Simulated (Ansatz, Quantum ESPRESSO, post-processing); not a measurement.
# The work function of Ti(0001), 6 layers, level by level, part 2 of 2

How much energy does it take to lift an electron out of Ti(0001), 6 layers, and how far do the settings matter?

Quantum ESPRESSO 7.5; plane-wave DFT, PBE, GBRV ultrasoft pseudopotentials; cross-check by Ansatz 0.2.0 with PAW datasets.

So far. Step 14 (Potential by pp.x): The upper face goes from 4.412 eV (PBE, GBRV) to 4.568 eV, a change of +0.156 eV.

### Step 15. Cross-check with Ansatz

As a check, the same structure is run in Ansatz.

Level of this step: plane-wave DFT, PBE, Ansatz PAW (Ansatz 0.2.0).

The input, input.yaml:

```yaml
crystal:
  lattice:
    - [2.95, 0.0, 0.0]
    - [1.475, 2.5547749412, 0.0]
    - [0.0, 0.0, 27.7115]
  atoms:
    - { symbol: Ti, position: [0.6666666667, 0.6666666667, 0.2939101592] }
    - { symbol: Ti, position: [0.0, 0.0, 0.3720717793] }
    - { symbol: Ti, position: [0.6666666667, 0.6666666667, 0.4577377623] }
    - { symbol: Ti, position: [0.0, 0.0, 0.5422622377] }
    - { symbol: Ti, position: [0.6666666667, 0.6666666667, 0.6279282207] }
    - { symbol: Ti, position: [0.0, 0.0, 0.7060898408] }
kpoints:
  mp_grid: { grid: [12, 12, 1] }
hamiltonian:
  xc: pbe
scf:
  occupations: { method: fermi_dirac, width: 0.1 }
  convergence: { dr2_threshold: 1.0e-08 }
efield:
  axis: 3
  dipole_correction: true
  ramp_position: 0.97
  ramp_width: 0.04
output:
  write_potential: true
  write_density: true
  volumetric_format: npy
```

Launch:

```console
$ ansatz run input.yaml --threads 4 --pin off --max-ram 8192MiB --backend cpu --events-out ev --progress --plain --runs-dir out
```

Elapsed: 6.9 s, on 4 threads of Arm Neoverse V1, shared host; peak memory 0.59 GiB.

Numbers from this step:

| Quantity | Value |
| --- | --- |
| free energy | -14996.2950 eV |
| energy at zero smearing | -14996.1402 eV |
| smearing term TS | 0.3096 eV |
| Fermi energy | 4.604 eV |
| symmetry operations | 6 |
| work function of the upper face | 4.371 eV |
| work function of the lower face | 4.371 eV |
| dipole along the normal | -5.28e-7 e·Å |

The potential energy (planar mean) oscillates, so the rows of the table below give means over windows of 2.31 Å about each position, cut where the curve ends. Its maxima inside the range that stand out by 2 % of the span (Å: eV): 9.2: -1.35, 11.5: -0.258, 13.9: -0.400, 16.2: -0.258, 18.5: -1.35. Its minima: 8.1: -12.7, 10.2: -12.5, 12.7: -12.6, 15.0: -12.6, 17.5: -12.5, 19.6: -12.7.

Electrostatic potential energy of an electron, with the sawtooth; zero at the Fermi level. Table of potential energy by z; means over each step:

```csv
z (Å),planar mean (eV),running mean (eV)
1.16,4.37,4.37
3.46,4.37,4.36
5.77,3.68,2.88
8.08,-6.92,-6.15
10.39,-6.78,-6.89
12.70,-6.74,-6.61
15.01,-6.74,-6.61
17.32,-6.79,-6.90
19.63,-6.91,-6.12
21.94,3.69,2.90
24.25,4.37,4.36
26.56,4.37,4.37
```

The valence density oscillates, so the rows of the table below give means over windows of 2.31 Å about each position, cut where the curve ends. Its maxima inside the range that stand out by 2 % of the span (Å: e/Å³): 8.1: 1.48, 10.2: 1.48, 12.7: 1.50, 15.0: 1.50, 17.5: 1.48, 19.6: 1.48. Its minima: 9.2: 0.226, 11.5: 0.183, 13.9: 0.187, 16.2: 0.183, 18.5: 0.226.

Mean over planes. Table of valence density by z; means over each step:

```csv
z (Å),valence density (e/Å³)
3.46,1.2e-4
5.77,0.0160
8.08,0.674
10.39,0.692
12.70,0.686
15.01,0.686
17.32,0.692
19.63,0.674
21.94,0.0158
24.25,1.1e-4
```

Ansatz gives 4.371 eV against 4.412 eV.

### Step 16. All levels side by side

All levels:

```csv
level,upper face (eV),lower face (eV),dipole (e Å),CPU time (s)
"QE PBE GBRV, periodic",4.412,4.412,-,256.8
"QE PBE GBRV, ESM bc1",4.41,4.41,-,419.5
"QE RPBE GBRV ultrasoft, periodic",4.313,4.314,-,256.2
"QE PBEsol PseudoDojo norm-conserving, periodic",4.45,4.45,-,808.3
"QE LDA GBRV ultrasoft, periodic",4.568,4.568,-,278.2
"Ansatz PBE PAW, sawtooth",4.371,4.371,-5.28e-7,26.61
```

The times are CPU seconds on a shared host; the codes use unlike cutoffs, datasets and smearings, so their times compare unlike work.

### Step 17. Self-consistent run, with conv_thr = 0.0001

A sensitivity test on the input.

Level of this step: plane-wave DFT, PBE, GBRV ultrasoft pseudopotentials (Quantum ESPRESSO 7.5).

The input, esm.w0.in:

```
&control
  prefix = 'esm.w0'
  outdir = './out'
  pseudo_dir = './pseudo'
  calculation = 'scf'
  tprnfor = .true.
/
&system
  ibrav = 0
  nat = 6
  ntyp = 1
  ecutwfc = 40
  ecutrho = 200
  occupations = 'smearing'
  smearing = 'mv'
  degauss = 0.02
  assume_isolated = 'esm'
  esm_bc = 'bc1'
/
&electrons
  conv_thr = 0.0001
  mixing_beta = 0.4
  electron_maxstep = 120
  mixing_mode = 'local-TF'
/
ATOMIC_SPECIES
  Ti  47.8670  ti_pbe_v1.4.uspp.F.UPF
CELL_PARAMETERS angstrom
  2.95000000000000 0.00000000000000 0.00000000000000
  1.47500000000000 2.55477494116409 0.00000000000000
  0.00000000000000 0.00000000000000 27.71150000000000
ATOMIC_POSITIONS crystal
  Ti  0.666666666700 0.666666666700 -0.206089840800
  Ti  0.000000000000 0.000000000000 -0.127928220700
  Ti  0.666666666700 0.666666666700 -0.042262237700
  Ti  0.000000000000 0.000000000000 0.042262237700
  Ti  0.666666666700 0.666666666700 0.127928220700
  Ti  0.000000000000 0.000000000000 0.206089840800
K_POINTS automatic
  12 12 1 0 0 0
```

Launch:

```console
$ OMP_NUM_THREADS=1 mpirun -n 4 pw.x -nk 4 -in esm.w0.in > esm.w0.out
```

The job ended after 71 s (4 MPI ranks; peak memory 0.5 GiB).

The changed values were drawn from a wide range, not chosen for quality; the comparison shows what they did here together.

Beside the run it was changed from:

```csv
quantity,this run,unchanged run,difference
"vacuum line at the upper end of the cell, over the Fermi level (eV)",4.354,4.410,-0.056
"vacuum line at the lower end of the cell, over the Fermi level (eV)",4.354,4.410,-0.056
free energy (eV),-9733.083,-9733.085,0.0017
wall time (s),71,105,
SCF iterations,16,22,
```

The free energy moves by +0.28 meV an atom.

Levels move by up to 56 meV, so the change matters at the level of the results.

### Step 18. SCF with pw.x, with no degauss

One more run, with a changed input.

The input, esm.bad.in:

```
&control
  prefix = 'esm.bad'
  outdir = './out'
  pseudo_dir = './pseudo'
  calculation = 'scf'
  tprnfor = .true.
/
&system
  ibrav = 0
  nat = 6
  ntyp = 1
  ecutwfc = 40
  ecutrho = 200
  occupations = 'smearing'
  smearing = 'mv'
  assume_isolated = 'esm'
  esm_bc = 'bc1'
/
&electrons
  conv_thr = 1e-07
  mixing_beta = 0.4
  electron_maxstep = 75
  mixing_mode = 'local-TF'
/
ATOMIC_SPECIES
  Ti  47.8670  ti_pbe_v1.4.uspp.F.UPF
CELL_PARAMETERS angstrom
  2.95000000000000 0.00000000000000 0.00000000000000
  1.47500000000000 2.55477494116409 0.00000000000000
  0.00000000000000 0.00000000000000 27.71150000000000
ATOMIC_POSITIONS crystal
  Ti  0.666666666700 0.666666666700 -0.206089840800
  Ti  0.000000000000 0.000000000000 -0.127928220700
  Ti  0.666666666700 0.666666666700 -0.042262237700
  Ti  0.000000000000 0.000000000000 0.042262237700
  Ti  0.666666666700 0.666666666700 0.127928220700
  Ti  0.000000000000 0.000000000000 0.206089840800
K_POINTS automatic
  12 12 1 0 0 0
```

Launch:

```console
$ OMP_NUM_THREADS=1 mpirun -n 4 pw.x -nk 4 -in esm.bad.in > esm.bad.out
```

Wall time 0.49 s (4 MPI ranks); peak memory 0.12 GiB.

The input was rejected at the start.

The program's message: “Error in routine  set_occupations (1): smearing requires a value for gaussian broadening (degauss)”

The change that led to it: system.degauss left out.

The message: “set_occupations (1): smearing requires a value for gaussian broadening (degauss)”. Smearing needs a width: set degauss, in Ry.

### Step 19. Worked from the printed numbers

In the first self-consistent run, on its own zero, the Fermi level is 4.604 eV and the upper vacuum level 9.016 eV: φ = 9.016 − (4.604) = 4.412 eV.

### Step 20. Outcome

```
work function of the upper face, PBE, GBRV : 4.41 eV
work function of the lower face, PBE, GBRV : 4.41 eV
upper face by ESM                          : 4.41 eV
upper face by Ansatz                       : 4.37 eV
```

In words: At the first level (PBE, GBRV ultrasoft) the work function comes to 4.41 eV on both faces. ESM differs from the periodic treatment by -2 meV on the upper face and -2 meV on the lower. Over the levels tried the upper face spans 4.31 eV (QE RPBE GBRV ultrasoft, periodic) to 4.57 eV (QE LDA GBRV ultrasoft, periodic). Quantum ESPRESSO and Ansatz give 4.41 and 4.37 eV for the upper face, which agree. Ansatz ran with Fermi-Dirac smearing of 0.1 eV against cold smearing of 0.02 Ry, which alone can move a level by some tens of meV. With 12×12 points and so few layers the values hold to some 0.05 to 0.1 eV. The slab is cut at a tabulated measured bulk lattice constant, given to two decimals.

Calculation against experiment:

| quantity | measured | QE PBE GBRV | QE PBE GBRV, ESM bc1 | QE RPBE GBRV | QE PBEsol PseudoDojo | QE LDA GBRV | Ansatz PBE PAW |
| --- | --- | --- | --- | --- | --- | --- | --- |
| work function, loosely compared (polycrystalline sample, no single face) (eV) | 4.33 | 4.41 (+0.08 eV) | 4.41 (+0.08 eV) | 4.31 (-0.02 eV) | 4.45 (+0.12 eV) | 4.57 (+0.24 eV) | 4.37 (+0.04 eV) |

Measured values from arxiv:1902.07811 (2019).

Verdict: For the work function, set beside that of the polycrystal,, of the levels listed nearest comes QE RPBE GBRV (-0.02 eV) and farthest QE LDA GBRV (+0.24 eV). A polycrystal averages over faces, so this is a loose comparison.

[Logs are printed without paths, hosts, clocks, repeated set-up lines and the standing remarks that a program may print on its own settings, such as how far it seeks lower states.]

[Hosts, paths, dates, database ids (printed as entryN), source tags and the programs' standing remarks are cut or masked in the printed files.]

[Maps of the electrostatic potential energy from Ansatz leave out the sawtooth potential of an applied field or a dipole correction, so their vacuum need not be flat; planar profiles and work functions include it.]
